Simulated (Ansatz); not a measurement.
## Phonons of LiY (built on the sites of a database entry of ScAg) against volume

Aim: how the phonons of LiY (built on the sites of a database entry of ScAg) shift with volume, and the thermal expansion that follows.

Program: Ansatz 0.2.0. Level of theory: DFT PBEsol, scalar-relativistic, plane waves, PseudoDojo norm-conserving pseudopotentials. Results are calculated unless marked as measured.

The structure was built from a prototype and need not be the compound's stable phase.

### Step 1. The starting structure

It takes space group Pm-3m (No. 221, cubic). Conventional cell: a = 3.683 Å, b = 3.683 Å, c = 3.683 Å, α = 90.00°, β = 90.00°, γ = 90.00°. Y has 8 Li at 3.19 Å nearest. Nearest to Li lie 8 Y at 3.19 Å. Farther neighbours are not listed.

### Step 2. The dispersion

The cell comes from relaxations at this level that are not shown. Stability and thermal properties need the whole zone. Linear response on a 2×2×2 q mesh gives force constants as far as a supercell of that size would.

Contents of input.yaml:

```yaml
crystal:
  lattice:
    - [3.6831851504, 0.0, 0.0]
    - [0.0, 3.6831851504, 0.0]
    - [0.0, 0.0, 3.6831851504]
  atoms:
    - { symbol: "Y", position: [0.5, 0.5, 0.5] }
    - { symbol: Li, position: [0.0, 0.0, 0.0] }
kpoints:
  mp_grid: { grid: [10, 10, 10] }
hamiltonian:
  xc: pbesol
  pseudopotentials: { kind: nc, accuracy: standard }
scf:
  occupations: { method: methfessel_paxton, width: 0.15 }
output:
  eigenvalues: true
phonons:
  method: dfpt
  qmesh: [2, 2, 2]
  temperatures: { t_max: 1000, t_step: 50 }
  qpath:
    path:
      - [[0.0, 0.0, 0.0], [0.0, 0.5, 0.0], [0.5, 0.5, 0.0], [0.0, 0.0, 0.0], [0.5, 0.5, 0.5], [0.0, 0.5, 0.0]]
      - [[0.5, 0.5, 0.5], [0.5, 0.5, 0.0]]
    npoints: 10
```

Run with:

```sh
$ ansatz run input.yaml --threads 4 --pin off --max-ram 7168MiB --backend cpu --events-out ev --progress --plain --runs-dir out
```

Numbers of over 12 decimals in the logs are rounded to 6 here.

The log of the run:

```text
Engine: ansatz 0.2.0, aarch64-unknown-linux-gnu
Pseudopotentials: kind: nc
Pseudopotential: Y, nc, valence charge 11, recommended cutoff 979.609905 eV (normal), Y.nc.azcp (PseudoDojo's, or run here from an input of PseudoDojo's; its table is named by hamiltonian.pseudopotentials.accuracy)
Pseudopotential: Li, nc, valence charge 3, recommended cutoff 1006.821291 eV (normal), Li.nc.azcp (PseudoDojo's, or run here from an input of PseudoDojo's; its table is named by hamiltonian.pseudopotentials.accuracy)
Functional definition: PBEsol
  exchange = pbesol_x
  correlation = pbesol_c
Crystal: 2 atoms, lattice volume = 49.966 Å³
Basis set: ecut = 1006.821291 eV, 3695 PW (Γ), exchange–correlation on 80×80×80 points (8 copies of the dense FFT grid, shifted against one another)
Bands: 11, of which v1, the nominal top of the filled ones, is band 7 counted from 1 (6 counted from 0)
Symmetry: 48 space group operations
k-points: 56 of 1000
Non-local potential: Y, projectors of the file, l = 0: 2, l = 1: 2, l = 2: 2
Non-local potential: Li, projectors of the file, l = 0: 2, l = 1: 2
Initial density: superposition of atomic densities (chi_scale 0.1, normalization cell, long waves kept (reshape's long-wave potential 0.00 eV rms))
Initial wavefunctions: pseudopotential atomic-orbital guess
Functional: x = pbesol(κ = 0.804, μ = 0.123457), c = pbesol(β = 0.046)
SCF iter   1: F=—  HF=-1304.301064 eV  |F-HF|=—  |Δ(HF+E_count)|=         —  Δρ=2.08e-2  dr2=5.69e-1  ethr=3.10e-3  ⟨swp⟩=5.4  Hψ=3649  notcnv=0
preconditioner: auto → none  [metal: Δε(μ)=0.042 eV  Ē_g=3.428 eV  σ=0.150 eV  W_gap=0.23  n_scr=6 (ndim 8)  ℏωp=10.5 eV  f_vac=0.000  D(μ)=1.90/eV (n_scr^D=18)  sad-step TF]
SCF iter   2: F=—  HF=-1304.177140 eV  |F-HF|=—  |Δ(HF+E_count)|=   1.24e-1  S|Δr|=    0.00e0  Δρ=1.31e-2  dr2=2.35e-1  ethr=3.10e-3  ⟨swp⟩=1.6  Hψ=1133  notcnv=0
SCF iter   3: F=—  HF=-1304.096413 eV  |F-HF|=—  |Δ(HF+E_count)|=   8.07e-2  S|Δr|=    0.00e0  Δρ=1.45e-3  dr2=5.57e-4  ethr=1.68e-3  ⟨swp⟩=2.7  Hψ=1016  notcnv=0
SCF iter   4: F=—  HF=-1304.096794 eV  |F-HF|=—  |Δ(HF+E_count)|=   3.81e-4  S|Δr|=    0.00e0  Δρ=3.90e-4  dr2=3.43e-5  ethr=3.98e-6  ⟨swp⟩=2.4  Hψ=960  notcnv=0
SCF iter   5: F=—  HF=-1304.096794 eV  |F-HF|=—  |Δ(HF+E_count)|=   2.55e-7  S|Δr|=    0.00e0  Δρ=6.30e-5  dr2=3.47e-6  ethr=2.45e-7  ⟨swp⟩=2.1  Hψ=936  notcnv=0
SCF iter   6: F=—  HF=-1304.096787 eV  |F-HF|=—  |Δ(HF+E_count)|=   7.56e-6  S|Δr|=    0.00e0  Δρ=7.61e-6  dr2=3.02e-8  ethr=2.48e-8  ⟨swp⟩=2.4  Hψ=864  notcnv=0
SCF iter   7: F=—  HF=-1304.096788 eV  |F-HF|=—  |Δ(HF+E_count)|=   1.12e-6  S|Δr|=    0.00e0  Δρ=8.73e-7  dr2=6.74e-10  ethr=2.15e-10  ⟨swp⟩=2.2  Hψ=1016  notcnv=0
SCF iter   8: F=—  HF=-1304.096788 eV  |F-HF|=—  |Δ(HF+E_count)|=  2.37e-10  S|Δr|=    0.00e0  Δρ=1.25e-7  dr2=1.85e-11  ethr=4.82e-12  ⟨swp⟩=2.3  Hψ=996  notcnv=0
SCF iter   9: F=-1304.096788 eV  HF=-1304.096788 eV  |F-HF|=2.27e-13  |Δ(HF+E_count)|=  7.28e-12  S|Δr|=    0.00e0  Δρ=9.00e-9  dr2=7.32e-14  ethr=1.00e-12  ⟨swp⟩=7.3  Hψ=3151  notcnv=0
SCF 1 converged in 9 iterations: F = -1304.096788 eV  dr2 = 7.32e-14
Initial density: read from a saved state, or passed on in memory by an earlier SCF of this step, an earlier step, the calling program or the single point that the run made first
iter 1 solved again at ethr=3.65e-8 eV; its pass at ethr=3.10e-3 eV (dr2=5.11e-6 eV) is discarded
SCF iter   1: F=—  HF=-1304.096789 eV  |F-HF|=—  |Δ(HF+E_count)|=         —  Δρ=4.51e-7  dr2=5.26e-11  ethr=3.65e-8  ⟨swp⟩=4.9  Hψ=6217  notcnv=0
eigensolver tolerance schedule: the retry pair's looser diagonalisation over-reported the residual by 97185.19 of it (diagonalisation noise at an unbounded share of the residual, at the tolerance the schedule requests for it); recorded, not acted on — ethr = c·dr2/N_el stays at c = 1.0e-1
preconditioner: auto → none  [metal: Δε(μ)=0.018 eV  Ē_g=3.127 eV  σ=0.150 eV  W_gap=0.10  n_scr=6 (ndim 8)  ℏωp=10.5 eV  f_vac=0.000  D(μ)=3.20/eV (n_scr^D=26)]
SCF iter   2: F=—  HF=-1304.096788 eV  |F-HF|=—  |Δ(HF+E_count)|=   8.20e-7  S|Δr|=    0.00e0  Δρ=2.27e-7  dr2=1.33e-11  ethr=1.00e-12  ⟨swp⟩=3.7  Hψ=1441  notcnv=0
SCF iter   3: F=-1304.096788 eV  HF=-1304.096788 eV  |F-HF|=0.00e0  |Δ(HF+E_count)|=  2.96e-12  S|Δr|=    0.00e0  Δρ=1.51e-7  dr2=5.78e-12  ethr=1.00e-12  ⟨swp⟩=4.0  Hψ=1915  notcnv=0
SCF 2 converged in 3 iterations: F = -1304.096788 eV  dr2 = 5.78e-12
phonons: the bands overlap, so this run is a metal and interpolates without the dipole-dipole term. If the crystal is really an insulator or semiconductor, its LO-TO splitting is missing
NSCF: frozen V_eff on 56 k-points
NSCF: frozen V_eff on 126 k-points
DFPT response loops at q = (0, 0, 0) (fractional): preconditioner auto → Kerker (q_TF=auto, 2.207 Å⁻¹) (partly filled bands, converged f_vac=0.000); β = 1.00, the filter's whole step (`scf.mixing.beta` (0.50) is not read by the response loops under this deck's `scf.mixing.preconditioner`; to damp them name `kerker` or `kerker_dos`, under which they read `scf.mixing.beta`, and type it under 1.00, their step now; both keys bind the ground state too); Broyden in place of MSR1
NSCF: frozen V_eff on 432 k-points
DFPT response loops at q = (0, 0, -0.5) (fractional): mixed as the last ones told, above
NSCF: frozen V_eff on 432 k-points
DFPT response loops at q = (0, -0.5, -0.5) (fractional): mixed as the last ones told, above
NSCF: frozen V_eff on 252 k-points
DFPT response loops at q = (-0.5, -0.5, -0.5) (fractional): mixed as the last ones told, above
SCF converged after 9 iterations
Stability not checked: this state was not tested for a lower state beside it, because cold or Methfessel-Paxton smearing, or corrected tetrahedra, fill the levels in a way that the test cannot read (fill_not_monotonic; see scf.lower_state_search)
Free energy (F): -1304.096788 eV
Harris-Foulkes:  -1304.096788 eV  (|F-HF|=2.27e-13)
Internal energy: -1304.093150 eV  (E = F + TS)
E sigma→0 (E₀):  -1304.095878 eV
Entropy (-TS):   -0.003638 eV (-1.819 meV/atom)
Fermi energy:    6.642573 eV
--- Per-component energies (eV) ---
  E_band       = -224.788543
  E_kinetic    = 454.911179
  E_local      = -910.688106  (includes V_loc(G=0)·N_el)
  E_nonlocal   = -8.676317
  E_hartree    = 243.412440
  E_xc         = -258.571488
  E_vxc        = -247.160184  (∫ρ·V_xc dr)
  E_ewald      = -824.480857
  E_smearing   = -0.003638  (= −TS)
  E_closure    = -0.000000  (closes the sum)
  Σ components = -1304.096788   (vs F -1304.096788, Δ=0.00e0)
--- Band table (eV; the first three rows and the last of 56) ---
  k-point 0: bands = [... 3 lower, -16.1651, -16.1651, 2.3305, 6.5346, 6.5346, 10.4909, 10.4909, 10.4909]
  k-point 1: bands = [... 3 lower, -16.1631, -16.1631, 2.4544, 6.5631, 6.5845, 10.0904, 10.0904, 10.5096]
  k-point 2: bands = [... 3 lower, -16.1578, -16.1578, 2.8019, 6.5817, 6.7219, 9.4471, 9.4471, 10.5595]
  k-point 55: bands = [... 3 lower, -16.3426, -16.3426, 5.7303, 5.7303, 5.7303, 11.1890, 11.1890, 11.1890]
--- Phonons (Γ-DFPT): 2 representative perturbations + reference (Σ response iterations 6) ---
  ASR residual: 1.483e-5 → 0.000e0 eV/Å²; symmetrization residual: 1.201e-6 eV/Å²
  ASR residual per site (eV/Å²): 1.48e-5 2.81e-7
  Γ frequencies (cm⁻¹): 0.00 0.00 0.00 330.92 330.92 330.92
--- Phonons (arbitrary-q DFPT): 4 irreducible q on the 2×2×2 mesh ---
  q = [0.0000, 0.0000, 0.0000] (star 1, of the zone-centre solve; hermiticity 9.27e-7, symmetrization 5.82e-15): 0.00 0.00 0.00 330.92 330.92 330.92
  q = [0.0000, 0.0000, -0.5000] (star 3, 4 solved perturbations in 684 linear systems a pass and spin channel, the states on 216 of 1000 k-point pairs; hermiticity 8.66e-9, symmetrization 4.39e-9, the responses' own estimated error 2.1e-5 eV/Å²): 83.48 83.48 89.31 273.31 321.99 321.99
  q = [0.0000, -0.5000, -0.5000] (star 3, 4 solved perturbations in 684 linear systems a pass and spin channel, the states on 216 of 1000 k-point pairs; hermiticity 4.39e-7, symmetrization 2.11e-11, the responses' own estimated error 1.9e-5 eV/Å²): 64.27 74.09 74.09 270.99 270.99 343.50
  q = [-0.5000, -0.5000, -0.5000] (star 1, 2 solved perturbations on 126 of 1000 k-point pairs; hermiticity 2.83e-11, symmetrization 1.41e-11, the responses' own estimated error 1.9e-5 eV/Å²): 134.30 134.30 134.30 261.16 261.16 261.16
  sum rule: each row above includes the acoustic sum rule's correction from the zone centre's row sums; it moved no ω² by more than (0.21 cm⁻¹)²
  mesh force constants: q→R imaginary residual 1.54e-17; ASR residual 1.483e-5 → 0.000e0 eV/Å²; symmetrization residual 2.665e-15 eV/Å²
  interpolated dispersion: 62 rows × 6 modes
  density of states and harmonic sums: on the 18×18×18 q-mesh, interpolated from the force constants of a 2×2×2 supercell (no non-analytic term)
  largest difference from the sums on the solved wave vectors: F 8.59e-2 eV, S 1.18e-4 and C_V 3.23e-5 eV/K
  zero-point energy: 0.070835 eV/cell   skipped modes (ω ≤ 0): 3   left out of the sums: 8.57e-5 of the cell's modes: C_V's classical limit lies that fraction below 3 k_B per atom; for a crystal, a wire or a layer, F and S can be off by more, and a phonons.interpolated_qmesh denser along its periods is the remedy for the sampling
```

Elapsed: 47 s, on 4 threads of Arm Neoverse V2, shared host; peak memory 1.1 GiB.

The column dr2 measures how far the density is from self-consistency, as an energy; F and HF (Harris–Foulkes) agree once it is small.

This step gave:

* volume per atom: 24.98 Å³
* gap on the k-mesh: 0 eV
* sum-rule residual before enforcement: 1.48e-5 eV/Å²
* lowest frequency on the path: 0 cm⁻¹
* point group: m-3m
* highest frequency on the path or at a solved wavevector: 343.5 cm⁻¹
* mean frequency: 190.5 cm⁻¹
* Debye temperature (second moment): 410 K
* logarithmic mean frequency: 152.9 cm⁻¹
* highest optical mode at the zone centre (no LO-TO term): 330.9 cm⁻¹
* lowest optical zone-centre mode: 330.9 cm⁻¹
* lowest mode on the q mesh (acoustic modes at Γ apart): 64.27 cm⁻¹
* zero-point energy per atom: 35.42 meV
* heat capacity at 300 K: 22.82 J/(mol atoms K)
* vibrational entropy at 300 K: 33.80 J/(mol atoms K)
* edges of the widest gap between branches, on path and mesh: 134.3, 261.2 cm⁻¹

Frequencies (cm⁻¹) solved at each irreducible wavevector; negative means imaginary. Frequencies by wavevector, by row:

| q in reciprocal lattice units | star | mode 1 | mode 2 | mode 3 | mode 4 | mode 5 | mode 6 |
| --- | --- | --- | --- | --- | --- | --- | --- |
| 0 0 0 | 1 | 0 | 0 | 0 | 330.9 | 330.9 | 330.9 |
| 0 0 -0.5 | 3 | 83.5 | 83.5 | 89.3 | 273.3 | 322 | 322 |
| 0 -0.5 -0.5 | 3 | 64.3 | 74.1 | 74.1 | 271 | 271 | 343.5 |
| -0.5 -0.5 -0.5 | 1 | 134.3 | 134.3 | 134.3 | 261.2 | 261.2 | 261.2 |

Symmetry leaves 4 wavevectors to solve. The lowest mode among them, the acoustic zeros apart, lies at q = (0, -0.5, -0.5) and is real, 64.3 cm⁻¹.

### Step 3. Relaxing at another volume, volume ratio 0.97

The volume is scaled by 0.97 and held; symmetry leaves nothing to relax, so this is a single point. The modes can then be followed against volume.

input.yaml, the sections that differ from step 2:

```yaml
crystal:
  lattice:
    - [3.6459787162, 0.0, 0.0]
    - [0.0, 3.6459787162, 0.0]
    - [0.0, 0.0, 3.6459787162]
  atoms:
    - { symbol: "Y", position: [0.5, 0.5, 0.5] }
    - { symbol: Li, position: [0.0, 0.0, 0.0] }
output:
  forces: true
  stress: true
  eigenvalues: true
# kpoints, hamiltonian, scf: as in step 2
# phonons: removed
```

The log of the run:

```text
[...]
Crystal: 2 atoms, lattice volume = 48.467 Å³
Basis set: ecut = 1006.821291 eV, 3431 PW (Γ), exchange–correlation on 80×80×80 points (8 copies of the dense FFT grid, shifted against one another)
Bands: 11, of which v1, the nominal top of the filled ones, is band 7 counted from 1 (6 counted from 0)
Symmetry: 48 space group operations
[...]
k-points: 56 of 1000
[...]
--- Band table (eV; the first three rows and the last of 56) ---
  k-point 0: bands = [... 3 lower, -15.8077, -15.8077, 2.5599, 6.7810, 6.7810, 10.8890, 10.8890, 10.8890]
  k-point 1: bands = [... 3 lower, -15.8054, -15.8054, 2.6868, 6.8140, 6.8327, 10.4651, 10.4651, 10.9087]
  k-point 2: bands = [... 3 lower, -15.7996, -15.7996, 3.0413, 6.8456, 6.9750, 9.7939, 9.7939, 10.9610]
  k-point 55: bands = [... 3 lower, -16.0043, -16.0043, 5.9469, 5.9469, 5.9469, 11.6311, 11.6311, 11.6311]
[key lines of the parts left out:]
SCF converged after 6 iterations
Free energy (F): -1304.091996 eV
Fermi energy:    6.906883 eV
P = ⅓ Tr σ = 1.0444 GPa (10.444 kbar)
```

Wall time 1.2 s (4 threads); peak memory 0.38 GiB.

This step gave:

```yaml
pressure: 1.044 GPa
volume_per_atom: 24.23 Å³
```

The run ends at a pressure of 1.04 GPa.

### Step 4. Phonons at the other volume, volume ratio 0.97

The phonons are repeated at this volume on the same k and q meshes.

input.yaml, the sections that differ from step 3:

```yaml
output:
  eigenvalues: true
phonons:
  method: dfpt
  qmesh: [2, 2, 2]
  temperatures: { t_max: 1000, t_step: 50 }
  qpath:
    path:
      - [[0.0, 0.0, 0.0], [0.0, 0.5, 0.0], [0.5, 0.5, 0.0], [0.0, 0.0, 0.0], [0.5, 0.5, 0.5], [0.0, 0.5, 0.0]]
      - [[0.5, 0.5, 0.5], [0.5, 0.5, 0.0]]
    npoints: 10
# crystal, kpoints, hamiltonian, scf: as in step 3
```

The log of the run:

```text
[...]
Crystal: 2 atoms, lattice volume = 48.467 Å³
Basis set: ecut = 1006.821291 eV, 3431 PW (Γ), exchange–correlation on 80×80×80 points (8 copies of the dense FFT grid, shifted against one another)
Bands: 11, of which v1, the nominal top of the filled ones, is band 7 counted from 1 (6 counted from 0)
Symmetry: 48 space group operations
k-points: 56 of 1000
[...]
SCF iter   1: F=—  HF=-1304.290145 eV  |F-HF|=—  |Δ(HF+E_count)|=         —  Δρ=2.11e-2  dr2=5.53e-1  ethr=3.10e-3  ⟨swp⟩=5.3  Hψ=3675  notcnv=0
[...]
SCF iter   9: F=-1304.091996 eV  HF=-1304.091996 eV  |F-HF|=2.27e-13  |Δ(HF+E_count)|=  6.37e-12  S|Δr|=    0.00e0  Δρ=8.03e-9  dr2=2.12e-14  ethr=1.00e-12  ⟨swp⟩=7.1  Hψ=3155  notcnv=0
SCF 1 converged in 9 iterations: F = -1304.091996 eV  dr2 = 2.12e-14
[...]
SCF iter   3: F=-1304.091996 eV  HF=-1304.091996 eV  |F-HF|=9.09e-13  |Δ(HF+E_count)|=  6.82e-13  S|Δr|=    0.00e0  Δρ=1.71e-7  dr2=7.19e-12  ethr=1.00e-12  ⟨swp⟩=4.1  Hψ=1966  notcnv=0
SCF 2 converged in 3 iterations: F = -1304.091996 eV  dr2 = 7.19e-12
[...]
NSCF: frozen V_eff on 56 k-points
[...]
SCF converged after 9 iterations
[...]
Free energy (F): -1304.091996 eV
[...]
Internal energy: -1304.087963 eV  (E = F + TS)
E sigma→0 (E₀):  -1304.090988 eV
Entropy (-TS):   -0.004033 eV (-2.017 meV/atom)
Fermi energy:    6.906829 eV
[...]
--- Band table (eV; the first three rows and the last of 56) ---
  k-point 0: bands = [... 3 lower, -15.8079, -15.8079, 2.5599, 6.7809, 6.7809, 10.8888, 10.8888, 10.8888]
  k-point 1: bands = [... 3 lower, -15.8057, -15.8057, 2.6868, 6.8139, 6.8326, 10.4650, 10.4650, 10.9085]
  k-point 2: bands = [... 3 lower, -15.7998, -15.7998, 3.0413, 6.8455, 6.9749, 9.7938, 9.7938, 10.9608]
  k-point 55: bands = [... 3 lower, -16.0045, -16.0045, 5.9469, 5.9469, 5.9469, 11.6310, 11.6310, 11.6310]
[...]
ASR residual: 2.331e-5 → 0.000e0 eV/Å²; symmetrization residual: 1.157e-6 eV/Å²
  ASR residual per site (eV/Å²): 2.33e-5 1.45e-6
  Γ frequencies (cm⁻¹): 0.00 0.00 0.00 340.71 340.71 340.71
--- Phonons (arbitrary-q DFPT): 4 irreducible q on the 2×2×2 mesh ---
[...]
interpolated dispersion: 62 rows × 6 modes
[...]
```

Run time: 45 s. Hardware: 4 threads; peak memory 1.1 GiB; 2.9 min of CPU time.

Numbers from this step:

* sum-rule residual before enforcement: 2.33e-5 eV/Å²
* highest frequency on the path or at a solved wavevector: 352.4 cm⁻¹
* mean frequency: 195.7 cm⁻¹
* Debye temperature (second moment): 421 K
* logarithmic mean frequency: 156.9 cm⁻¹
* highest optical mode at the zone centre (no LO-TO term): 340.7 cm⁻¹
* lowest optical zone-centre mode: 340.7 cm⁻¹
* lowest mode on the q mesh (acoustic modes at Γ apart): 65.22 cm⁻¹
* zero-point energy per atom: 36.39 meV
* heat capacity at 300 K: 22.72 J/(mol atoms K)
* vibrational entropy at 300 K: 33.21 J/(mol atoms K)
* edges of the widest gap between branches, on path and mesh: 138.8, 269.3 cm⁻¹

Frequencies (cm⁻¹) solved at each irreducible wavevector; negative means imaginary. Frequencies by wavevector, by row:

| q in reciprocal lattice units | star | mode 1 | mode 2 | mode 3 | mode 4 | mode 5 | mode 6 |
| --- | --- | --- | --- | --- | --- | --- | --- |
| 0 0 0 | 1 | 0 | 0 | 0 | 340.7 | 340.7 | 340.7 |
| 0 0 -0.5 | 3 | 84.9 | 84.9 | 94.2 | 279.2 | 330.2 | 330.2 |
| 0 -0.5 -0.5 | 3 | 65.2 | 75.1 | 75.1 | 279.9 | 279.9 | 352.4 |
| -0.5 -0.5 -0.5 | 1 | 138.8 | 138.8 | 138.8 | 269.3 | 269.3 | 269.3 |

The highest optical mode at the zone centre (no LO-TO term) is 340.7 cm⁻¹, +9.8 cm⁻¹ against the base run.

### Step 5. Relaxing at another volume, volume ratio 1.03

The volume is scaled by 1.03 and held; symmetry leaves nothing to relax, so this is a single point. The modes can then be followed against volume.

input.yaml, the sections that differ from step 4:

```yaml
crystal:
  lattice:
    - [3.7196547019, 0.0, 0.0]
    - [0.0, 3.7196547019, 0.0]
    - [0.0, 0.0, 3.7196547019]
  atoms:
    - { symbol: "Y", position: [0.5, 0.5, 0.5] }
    - { symbol: Li, position: [0.0, 0.0, 0.0] }
output:
  forces: true
  stress: true
  eigenvalues: true
# kpoints, hamiltonian, scf: as in step 4
# phonons: removed
```

The log of the run:

```text
[...]
Crystal: 2 atoms, lattice volume = 51.465 Å³
Basis set: ecut = 1006.821291 eV, 3743 PW (Γ), exchange–correlation on 80×80×80 points (8 copies of the dense FFT grid, shifted against one another)
Bands: 11, of which v1, the nominal top of the filled ones, is band 7 counted from 1 (6 counted from 0)
Symmetry: 48 space group operations
[...]
k-points: 56 of 1000
[...]
--- Band table (eV; the first three rows and the last of 56) ---
  k-point 0: bands = [... 3 lower, -16.5037, -16.5037, 2.1166, 6.3011, 6.3011, 10.1145, 10.1145, 10.1145]
  k-point 1: bands = [... 3 lower, -16.5019, -16.5019, 2.2377, 6.3256, 6.3493, 9.7355, 9.7355, 10.1324]
  k-point 2: bands = [... 3 lower, -16.4972, -16.4972, 2.5783, 6.3327, 6.4821, 9.1186, 9.1186, 10.1801]
  k-point 55: bands = [... 3 lower, -16.6643, -16.6643, 5.5248, 5.5248, 5.5248, 10.7743, 10.7743, 10.7743]
[key lines of the parts left out:]
SCF converged after 6 iterations
Free energy (F): -1304.092447 eV
Fermi energy:    6.393248 eV
P = ⅓ Tr σ = -0.9105 GPa (-9.105 kbar)
```

Wall time 1.2 s (4 threads); peak memory 0.39 GiB.

Numbers from this step:

* pressure: -0.9105 GPa
* volume per atom: 25.73 Å³

The run ends at a pressure of -0.91 GPa.

[end of part 1 of 2]

[Logs are printed without paths, hosts, clocks, repeated set-up lines and the standing remarks that a program may print on its own settings, such as how far it seeks lower states.]

[Hosts, paths, dates, database ids (printed as entryN), source tags and the programs' standing remarks are cut or masked in the printed files.]
